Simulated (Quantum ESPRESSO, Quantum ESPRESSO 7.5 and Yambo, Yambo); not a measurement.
# A GW chain in Yambo: PtS2 (1T monolayer)

Wanted: ground state, empty states, screening and self-energy for PtS2 (1T monolayer).

Method: PBE and many-body steps on it, plane waves, in Quantum ESPRESSO 7.5 and Yambo 5.3.0.

**1. Starting point**

The cell holds 3 atoms: 1 Pt and 2 S. Its edges and angles: a = 3.574 Å, b = 3.574 Å, c = 15.000 Å, α = 90.0°, β = 90.0°, γ = 120.0°. Vacuum lies along c.

The structure was relaxed with PBE. The runs that relaxed it are not among those shown. Spin-orbit coupling is left out unless a step names it.

**2. Ground state**

This step: Quantum ESPRESSO 7.5; DFT, PBE, plane waves, norm-conserving pseudopotentials.

The ground-state density comes first.

File pw.in:

```
&control
  calculation = 'scf'
  prefix = 'x'
  outdir = 'o'
  pseudo_dir = 'pseudo'
/
&system
  ibrav = 0
  nat = 3
  ntyp = 2
  ecutwfc = 76.0
  nbnd = 20
  force_symmorphic = .true.
/
&electrons
  conv_thr = 1e-10
  electron_maxstep = 80
  mixing_beta = 0.5
/
ATOMIC_SPECIES
  Pt 195.08 Pt.upf
  S 32.06 S.upf
CELL_PARAMETERS angstrom
  3.5735303220 0.0000000000 0.0000000000
  -1.7867651610 3.0947680400 0.0000000000
  0.0000000000 0.0000000000 15.0000000000
ATOMIC_POSITIONS crystal
  Pt 0.0000000000 0.0000000000 0.5000000000
  S 0.3333333333 0.6666666667 0.5818569338
  S 0.6666666667 0.3333333333 0.4181430662
K_POINTS automatic
  12 12 1 0 0 0
```

On the command line:

```sh
> OMP_NUM_THREADS=1 mpirun -n 4 pw.x -nk 4 -in pw.in > pw.out
```

Log:

```text
Program PWSCF v.7.5 starts

     This program is part of the open-source Quantum ESPRESSO suite
     for quantum simulation of materials; please cite
         "P. Giannozzi et al., J. Phys.:Condens. Matter 21 395502 (2009);
         "P. Giannozzi et al., J. Phys.:Condens. Matter 29 465901 (2017);
         "P. Giannozzi et al., J. Chem. Phys. 152 154105 (2020);
     in publications or presentations arising from this work. More details at
     Message from routine setup:
     using ibrav=0 with symmetry is DISCOURAGED, use correct ibrav instead

     G-vector sticks info

     bravais-lattice index     =            0
     lattice parameter (alat)  =       6.7530  a.u.
     unit-cell volume          =    1119.4725 (a.u.)^3
     number of atoms/cell      =            3
     number of atomic types    =            2
     number of electrons       =        30.00
     number of Kohn-Sham states=           20
     kinetic-energy cutoff     =      76.0000  Ry
     charge density cutoff     =     304.0000  Ry
     scf convergence threshold =      1.0E-10
     mixing beta               =       0.5000
     number of iterations used =            8  plain     mixing
     Exchange-correlation= PBE
                           (   1   4   3   4   0   0   0)

     celldm(1)=   6.752994  celldm(2)=   0.000000  celldm(3)=   0.000000
     celldm(4)=   0.000000  celldm(5)=   0.000000  celldm(6)=   0.000000

     crystal axes: (cart. coord. in units of alat)
               a(1) = (   1.000000   0.000000   0.000000 )
               a(2) = (  -0.500000   0.866025   0.000000 )
               a(3) = (   0.000000   0.000000   4.197530 )

     reciprocal axes: (cart. coord. in units 2 pi/alat)
               b(1) = (  1.000000  0.577350 -0.000000 )
               b(2) = (  0.000000  1.154701  0.000000 )
               b(3) = (  0.000000 -0.000000  0.238235 )
     Pseudo is Norm-conserving + core correction, Zval = 18.0
     Generated using ONCVPSP code by D. R. Hamann
     Using radial grid of 1374 points,  8 beta functions with:
     Pseudo is Norm-conserving + core correction, Zval =  6.0
     Generated using ONCVPSP code by D. R. Hamann
     Using radial grid of 1146 points,  6 beta functions with:
     Pt               18.00   195.08000     Pt( 1.00)
     S                 6.00    32.06000     S ( 1.00)

     12 Sym. Ops., with inversion, found

   Cartesian axes

     site n.     atom                  positions (alat units)
         1        Pt     tau(   1) = (   0.0000000   0.0000000   2.0987649  )
         2        S      tau(   2) = (  -0.0000000   0.5773503   2.4423618  )
         3        S      tau(   3) = (   0.5000000   0.2886751   1.7551680  )

     number of k points=    19
                       cart. coord. in units 2pi/alat
        k(    1) = (   0.0000000   0.0000000   0.0000000), wk =   0.0138889
        k(    2) = (   0.0000000   0.0962250   0.0000000), wk =   0.0833333
        k(    3) = (   0.0000000   0.1924501   0.0000000), wk =   0.0833333
        k(    4) = (   0.0000000   0.2886751   0.0000000), wk =   0.0833333
        k(    5) = (   0.0000000   0.3849002   0.0000000), wk =   0.0833333
        k(    6) = (   0.0000000   0.4811252   0.0000000), wk =   0.0833333
        k(    7) = (   0.0000000  -0.5773503   0.0000000), wk =   0.0416667
        k(    8) = (   0.0833333   0.1443376   0.0000000), wk =   0.0833333
        k(    9) = (   0.0833333   0.2405626   0.0000000), wk =   0.1666667
        k(   10) = (   0.0833333   0.3367877   0.0000000), wk =   0.1666667
     [... 7 further rows ...]
        k(   18) = (   0.2500000   0.5292377   0.0000000), wk =   0.1666667
        k(   19) = (   0.3333333   0.5773503   0.0000000), wk =   0.0277778

     Dense  grid:   100255 G-vectors     FFT dimensions: (  40,  40, 160)

     Initial potential from superposition of free atoms

     starting charge      29.9998, renormalised to      30.0000
     Starting wfcs are   18 randomized atomic wfcs +    2 random wfcs

     per-process dynamical memory:    81.1 Mb

     Self-consistent Calculation

     iteration #  1     ecut=    76.00 Ry     beta= 0.50

     total energy              =    -305.18150082 Ry
     estimated scf accuracy    <       0.49950907 Ry

     iteration #  2     ecut=    76.00 Ry     beta= 0.50

     total energy              =    -305.29409075 Ry
     estimated scf accuracy    <       0.77672180 Ry

     iteration #  3     ecut=    76.00 Ry     beta= 0.50

     total energy              =    -305.41133571 Ry
     estimated scf accuracy    <       0.00572804 Ry

     iteration #  4     ecut=    76.00 Ry     beta= 0.50

     total energy              =    -305.41226885 Ry
     estimated scf accuracy    <       0.00168952 Ry

     iteration #  5     ecut=    76.00 Ry     beta= 0.50

     total energy              =    -305.41252304 Ry
     estimated scf accuracy    <       0.00001037 Ry

     iteration #  6     ecut=    76.00 Ry     beta= 0.50

     total energy              =    -305.41253196 Ry
     estimated scf accuracy    <       0.00000057 Ry

     iteration #  7     ecut=    76.00 Ry     beta= 0.50

     total energy              =    -305.41253215 Ry
     estimated scf accuracy    <       0.00000008 Ry

     iteration #  8     ecut=    76.00 Ry     beta= 0.50

     total energy              =    -305.41253217 Ry
     estimated scf accuracy    <       0.00000002 Ry

     iteration #  9     ecut=    76.00 Ry     beta= 0.50

     total energy              =    -305.41253217 Ry
     estimated scf accuracy    <          8.8E-10 Ry

     iteration # 10     ecut=    76.00 Ry     beta= 0.50

     total energy              =    -305.41253217 Ry
     estimated scf accuracy    <          1.3E-10 Ry

     iteration # 11     ecut=    76.00 Ry     beta= 0.50

     End of self-consistent calculation

          k = 0.0000 0.0000 0.0000 ( 12619 PWs)   bands (ev):

   -99.5270 -53.6730 -53.6730 -53.5680 -14.8772 -12.6541  -6.4167  -6.4167
    -6.0352  -3.7253  -3.7253  -1.6633  -1.5514  -1.1800  -1.1800   2.3042
     2.3042   4.4767   4.9648   5.4783

          k = 0.0000 0.0962 0.0000 ( 12571 PWs)   bands (ev):

   -99.5270 -53.6743 -53.6733 -53.5678 -14.7917 -12.6754  -6.4046  -6.3626
    -5.9577  -3.8585  -3.7978  -2.0739  -1.4183  -1.1376  -0.9849   1.8855
     2.1884   4.6782   5.1941   5.7633

          k = 0.0000 0.1925 0.0000 ( 12560 PWs)   bands (ev):

   -99.5269 -53.6779 -53.6743 -53.5673 -14.5457 -12.7340  -6.3531  -6.2172
    -5.7404  -4.2973  -3.9446  -2.6018  -1.1482  -1.1168  -0.9172   1.1476
     1.9722   5.1528   5.5708   5.9812

          k = 0.0000 0.2887 0.0000 ( 12528 PWs)   bands (ev):

     [... further k-points ...]

     highest occupied, lowest unoccupied level (ev):    -0.8916    0.8753

!    total energy              =    -305.41253217 Ry
     estimated scf accuracy    <          1.1E-11 Ry

     The total energy is the sum of the following terms:
     one-electron contribution =    -938.54024041 Ry
     hartree contribution      =     468.67556157 Ry
     xc contribution           =     -60.14721996 Ry
     ewald contribution        =     224.59936663 Ry

     convergence has been achieved in  11 iterations

     XML data file, charge density, pseudopotentials, collected wavefunctions

=------------------------------------------------------------------------------=
   JOB DONE.
=------------------------------------------------------------------------------=
```

The job ended after 27 s (4 MPI ranks of Arm Neoverse V1, shared host; peak memory 0.55 GiB).

This step gave:

- total energy: -4155.3492 eV
- gap: 1.767 eV
- k of the valence top: 0.1667, 0.1667, 0
- k of the conduction bottom: 0, 0.25, 0
- least direct gap: 1.907 eV

The gap is indirect, with the least direct gap 0.14 eV higher.

**3. Bands along the symmetry lines**

The cheap functional maps the bands first; the places of the edges decide which points the dearer methods must see.

File pw.in:

```
&control
  calculation = 'bands'
  prefix = 'x'
  outdir = 'o'
  pseudo_dir = 'pseudo'
/
&system
  ibrav = 0
  nat = 3
  ntyp = 2
  ecutwfc = 76.0
  nbnd = 21
  force_symmorphic = .true.
/
&electrons
  conv_thr = 1e-9
  electron_maxstep = 80
  diago_full_acc = .true.
  diago_thr_init = 5e-6
/
ATOMIC_SPECIES
  Pt 195.08 Pt.upf
  S 32.06 S.upf
CELL_PARAMETERS angstrom
  3.5735303220 0.0000000000 0.0000000000
  -1.7867651610 3.0947680400 0.0000000000
  0.0000000000 0.0000000000 15.0000000000
ATOMIC_POSITIONS crystal
  Pt 0.0000000000 0.0000000000 0.5000000000
  S 0.3333333333 0.6666666667 0.5818569338
  S 0.6666666667 0.3333333333 0.4181430662
K_POINTS crystal
  25
  0.00000000 0.00000000 0.00000000 1
  0.06250000 0.00000000 0.00000000 1
  0.12500000 0.00000000 0.00000000 1
  0.18750000 0.00000000 0.00000000 1
  0.25000000 0.00000000 0.00000000 1
  0.31250000 0.00000000 0.00000000 1
  0.37500000 0.00000000 0.00000000 1
  0.43750000 0.00000000 0.00000000 1
  0.50000000 0.00000000 0.00000000 1
  0.47916667 0.04166667 0.00000000 1
  0.45833333 0.08333333 0.00000000 1
  0.43750000 0.12500000 0.00000000 1
  0.41666666 0.16666666 0.00000000 1
  0.39583333 0.20833333 0.00000000 1
  0.37500000 0.25000000 0.00000000 1
  0.35416666 0.29166666 0.00000000 1
  0.33333333 0.33333333 0.00000000 1
  0.29166666 0.29166666 0.00000000 1
  0.25000000 0.25000000 0.00000000 1
  0.20833333 0.20833333 0.00000000 1
  0.16666666 0.16666666 0.00000000 1
  0.12500000 0.12500000 0.00000000 1
  0.08333333 0.08333333 0.00000000 1
  0.04166667 0.04166667 0.00000000 1
  0.00000000 0.00000000 0.00000000 1
```

Log:

```text
[banner, memory and clock lines left out]
Program PWSCF v.7.5 starts

     Atomic positions and unit cell read from directory:
     o/x.save/

     Message from routine setup:
     using ibrav=0 with symmetry is DISCOURAGED, use correct ibrav instead

     G-vector sticks info

     bravais-lattice index     =            0
     lattice parameter (alat)  =       6.7530  a.u.
     unit-cell volume          =    1119.4725 (a.u.)^3
     number of atoms/cell      =            3
     number of atomic types    =            2
     number of electrons       =        30.00
     number of Kohn-Sham states=           21
     kinetic-energy cutoff     =      76.0000  Ry
     charge density cutoff     =     304.0000  Ry
     Exchange-correlation= PBE
                           (   1   4   3   4   0   0   0)

     celldm(1)=   6.752994  celldm(2)=   0.000000  celldm(3)=   0.000000
     celldm(4)=   0.000000  celldm(5)=   0.000000  celldm(6)=   0.000000

     crystal axes: (cart. coord. in units of alat)
               a(1) = (   1.000000   0.000000   0.000000 )
               a(2) = (  -0.500000   0.866025   0.000000 )
               a(3) = (   0.000000   0.000000   4.197530 )

     reciprocal axes: (cart. coord. in units 2 pi/alat)
               b(1) = (  1.000000  0.577350 -0.000000 )
               b(2) = (  0.000000  1.154701  0.000000 )
               b(3) = (  0.000000 -0.000000  0.238235 )
     Pseudo is Norm-conserving + core correction, Zval = 18.0
     Generated using ONCVPSP code by D. R. Hamann
     Using radial grid of 1374 points,  8 beta functions with:
     Pseudo is Norm-conserving + core correction, Zval =  6.0
     Generated using ONCVPSP code by D. R. Hamann
     Using radial grid of 1146 points,  6 beta functions with:
     Pt               18.00   195.08000     Pt( 1.00)
     S                 6.00    32.06000     S ( 1.00)

     12 Sym. Ops., with inversion, found

   Cartesian axes

     site n.     atom                  positions (alat units)
         1        Pt     tau(   1) = (   0.0000000   0.0000000   2.0987649  )
         2        S      tau(   2) = (  -0.0000000   0.5773503   2.4423618  )
         3        S      tau(   3) = (   0.5000000   0.2886751   1.7551680  )

     number of k points=    25
                       cart. coord. in units 2pi/alat
        k(    1) = (   0.0000000   0.0000000   0.0000000), wk =   0.0800000
        k(    2) = (   0.0625000   0.0360844   0.0000000), wk =   0.0800000
        k(    3) = (   0.1250000   0.0721688   0.0000000), wk =   0.0800000
[...]
[... 13 further rows ...]
        k(   24) = (   0.0416667   0.0721688   0.0000000), wk =   0.0800000
        k(   25) = (   0.0000000   0.0000000   0.0000000), wk =   0.0800000

     Dense  grid:   100255 G-vectors     FFT dimensions: (  40,  40, 160)

     The potential is recalculated from file :
     o/x.save/charge-density

     Starting wfcs are   18 randomized atomic wfcs +    3 random wfcs

     Band Structure Calculation

     End of band structure calculation

          k = 0.0000 0.0000 0.0000 ( 12619 PWs)   bands (ev):

   -99.5269 -53.6730 -53.6730 -53.5679 -14.8772 -12.6541  -6.4166  -6.4166
    -6.0351  -3.7253  -3.7252  -1.6633  -1.5514  -1.1800  -1.1800   2.3042
     2.3042   4.4767   4.9648   5.4783   5.8051

          k = 0.0625 0.0361 0.0000 ( 12589 PWs)   bands (ev):

   -99.5269 -53.6737 -53.6731 -53.5678 -14.8289 -12.6662  -6.4102  -6.3859
[...]
2.2358   4.5936   5.1105   5.6432   5.9025

          k = 0.1250 0.0722 0.0000 ( 12568 PWs)   bands (ev):

[...]
2.0775   4.8949   5.3757   5.9942   6.1831

[...]
k = 0.0417 0.0722 0.0000 ( 12589 PWs)   bands (ev):

[...]
2.2061   4.6307   5.1488   5.6994   5.9343

          k = 0.0000 0.0000 0.0000 ( 12619 PWs)   bands (ev):

   -99.5269 -53.6730 -53.6730 -53.5679 -14.8772 -12.6541  -6.4166  -6.4166
    -6.0351  -3.7253  -3.7252  -1.6633  -1.5514  -1.1800  -1.1800   2.3042
     2.3042   4.4767   4.9648   5.4783   5.8052

     XML data file, pseudopotentials, collected wavefunctions
```

Wall time 14 s (4 MPI ranks); peak memory 0.41 GiB.

Numbers from this step:

* gap: 1.767 eV
* k of the valence top: 0.1667, 0.1667, 0
* k of the conduction bottom: 0.25, 0, 0
* least direct gap: 1.907 eV

The gap is 1.767 eV, as in the run before at this level.

Electronic bands along the path, in eV, zero at the top of the highest filled band:

| point | band 12 | band 13 | band 14 | band 15 | band 16 | band 17 | band 18 | band 19 |
| --- | --- | --- | --- | --- | --- | --- | --- | --- |
| Γ | -0.77 | -0.66 | -0.29 | -0.29 | 3.20 | 3.20 | 5.37 | 5.86 |
| halfway | -2.00 | -0.42 | -0.41 | -0.14 | 1.77 | 2.76 | 6.19 | 6.69 |
| M | -2.10 | -2.02 | -1.67 | -1.37 | 2.79 | 2.98 | 5.52 | 6.76 |
| halfway | -2.23 | -2.19 | -1.09 | -0.75 | 2.30 | 2.60 | 6.21 | 7.82 |
| K | -2.44 | -2.23 | -0.71 | -0.71 | 2.15 | 2.15 | 6.86 | 8.97 |
| halfway | -2.05 | -0.80 | -0.48 | 0.00 | 2.10 | 2.14 | 6.84 | 7.06 |
| Γ | -0.77 | -0.66 | -0.29 | -0.29 | 3.20 | 3.20 | 5.37 | 5.86 |

**4. Empty states on the mesh, 6×6×1 mesh, 92 bands**

The sums over transitions need many empty states on a uniform mesh; this step solves for them.

File pw.in:

```
&control
  calculation = 'nscf'
  prefix = 'x'
  outdir = 'o'
  pseudo_dir = 'pseudo'
/
&system
  ibrav = 0
  nat = 3
  ntyp = 2
  ecutwfc = 76.0
  nbnd = 92
  force_symmorphic = .true.
/
&electrons
  conv_thr = 1e-9
  electron_maxstep = 80
  diago_full_acc = .true.
  diago_thr_init = 5e-6
/
ATOMIC_SPECIES
  Pt 195.08 Pt.upf
  S 32.06 S.upf
CELL_PARAMETERS angstrom
  3.5735303220 0.0000000000 0.0000000000
  -1.7867651610 3.0947680400 0.0000000000
  0.0000000000 0.0000000000 15.0000000000
ATOMIC_POSITIONS crystal
  Pt 0.0000000000 0.0000000000 0.5000000000
  S 0.3333333333 0.6666666667 0.5818569338
  S 0.6666666667 0.3333333333 0.4181430662
K_POINTS automatic
  6 6 1 0 0 0
```

Log:

```text
[banner, memory and clock lines left out]
Program PWSCF v.7.5 starts

     Atomic positions and unit cell read from directory:
     o/x.save/

     Message from routine setup:
     using ibrav=0 with symmetry is DISCOURAGED, use correct ibrav instead

     G-vector sticks info

     bravais-lattice index     =            0
     lattice parameter (alat)  =       6.7530  a.u.
     unit-cell volume          =    1119.4725 (a.u.)^3
     number of atoms/cell      =            3
     number of atomic types    =            2
     number of electrons       =        30.00
     number of Kohn-Sham states=           92
     kinetic-energy cutoff     =      76.0000  Ry
     charge density cutoff     =     304.0000  Ry
     Exchange-correlation= PBE
                           (   1   4   3   4   0   0   0)

     celldm(1)=   6.752994  celldm(2)=   0.000000  celldm(3)=   0.000000
     celldm(4)=   0.000000  celldm(5)=   0.000000  celldm(6)=   0.000000

     crystal axes: (cart. coord. in units of alat)
               a(1) = (   1.000000   0.000000   0.000000 )
               a(2) = (  -0.500000   0.866025   0.000000 )
               a(3) = (   0.000000   0.000000   4.197530 )

     reciprocal axes: (cart. coord. in units 2 pi/alat)
               b(1) = (  1.000000  0.577350 -0.000000 )
               b(2) = (  0.000000  1.154701  0.000000 )
               b(3) = (  0.000000 -0.000000  0.238235 )
     Pseudo is Norm-conserving + core correction, Zval = 18.0
     Generated using ONCVPSP code by D. R. Hamann
     Using radial grid of 1374 points,  8 beta functions with:
     Pseudo is Norm-conserving + core correction, Zval =  6.0
     Generated using ONCVPSP code by D. R. Hamann
     Using radial grid of 1146 points,  6 beta functions with:
     Pt               18.00   195.08000     Pt( 1.00)
     S                 6.00    32.06000     S ( 1.00)

     12 Sym. Ops., with inversion, found

   Cartesian axes

     site n.     atom                  positions (alat units)
         1        Pt     tau(   1) = (   0.0000000   0.0000000   2.0987649  )
         2        S      tau(   2) = (  -0.0000000   0.5773503   2.4423618  )
         3        S      tau(   3) = (   0.5000000   0.2886751   1.7551680  )

     number of k points=     7
                       cart. coord. in units 2pi/alat
        k(    1) = (   0.0000000   0.0000000   0.0000000), wk =   0.0555556
        k(    2) = (   0.0000000   0.1924501   0.0000000), wk =   0.3333333
        k(    3) = (   0.0000000   0.3849002   0.0000000), wk =   0.3333333
        k(    4) = (   0.0000000  -0.5773503   0.0000000), wk =   0.1666667
        k(    5) = (   0.1666667   0.2886751   0.0000000), wk =   0.3333333
        k(    6) = (   0.1666667   0.4811252   0.0000000), wk =   0.6666667
        k(    7) = (   0.3333333   0.5773503   0.0000000), wk =   0.1111111

     Dense  grid:   100255 G-vectors     FFT dimensions: (  40,  40, 160)

     The potential is recalculated from file :
     o/x.save/charge-density

     Starting wfcs are   18 randomized atomic wfcs +   74 random wfcs

     Band Structure Calculation

     End of band structure calculation

          k = 0.0000 0.0000 0.0000 ( 12619 PWs)   bands (ev):

   -99.5269 -53.6730 -53.6730 -53.5679 -14.8772 -12.6541  -6.4166  -6.4166
    -6.0351  -3.7253  -3.7253  -1.6633  -1.5514  -1.1800  -1.1800   2.3042
     2.3042   4.4767   4.9648   5.4783   5.8051   7.4457   7.8606   7.8606
[...]
31.9125  31.9125  32.4681  32.8370

          k = 0.0000 0.1925 0.0000 ( 12560 PWs)   bands (ev):

[...]
32.9307  32.9595  33.1729  33.2718

          k = 0.0000 0.3849 0.0000 ( 12540 PWs)   bands (ev):

[...]
29.2747  29.2888  29.5043  29.5061  30.0552  30.8745  31.0773  31.2221
    31.4941  31.9095  32.1594  32.4025  32.5825  32.9871  33.2269  33.6141
    34.0010  34.0715  34.3192  34.7383

          k = 0.0000-0.5774 0.0000 ( 12518 PWs)   bands (ev):

     [... further k-points ...]

     highest occupied, lowest unoccupied level (ev):    -0.8916    1.1476

     XML data file, pseudopotentials, collected wavefunctions
```

Wall time 26 s (4 MPI ranks); peak memory 0.71 GiB.

Numbers from this step:

```yaml
gap: 2.039 eV
k_of_the_valence_top: 0.1667, 0.1667, 0
k_of_the_conduction_bottom: 0, 0.1667, 0
least_direct_gap: 2.065 eV
k_points_computed: 7
lowest_point_of_the_top_converged_band_above_the_valence_top: 33.73 eV
```

On this mesh the gap is 2.039 eV. The earlier step found 1.767 eV, so this mesh misses an edge.

(Continued in part 2 of 2.)

[Paths, hosts, dates, memory and timing lines, banners, echoed tables and standing remarks are left out of the program output.]

[Logs are printed without paths, hosts, clocks, repeated set-up lines and the standing remarks that a program may print on its own settings, such as how far it seeks lower states.]

[Runs of the session that timed out or met a known fault of the program may be left out.]

[Hosts, paths, dates, database ids (printed as entryN), source tags and the programs' standing remarks are cut or masked in the printed files.]
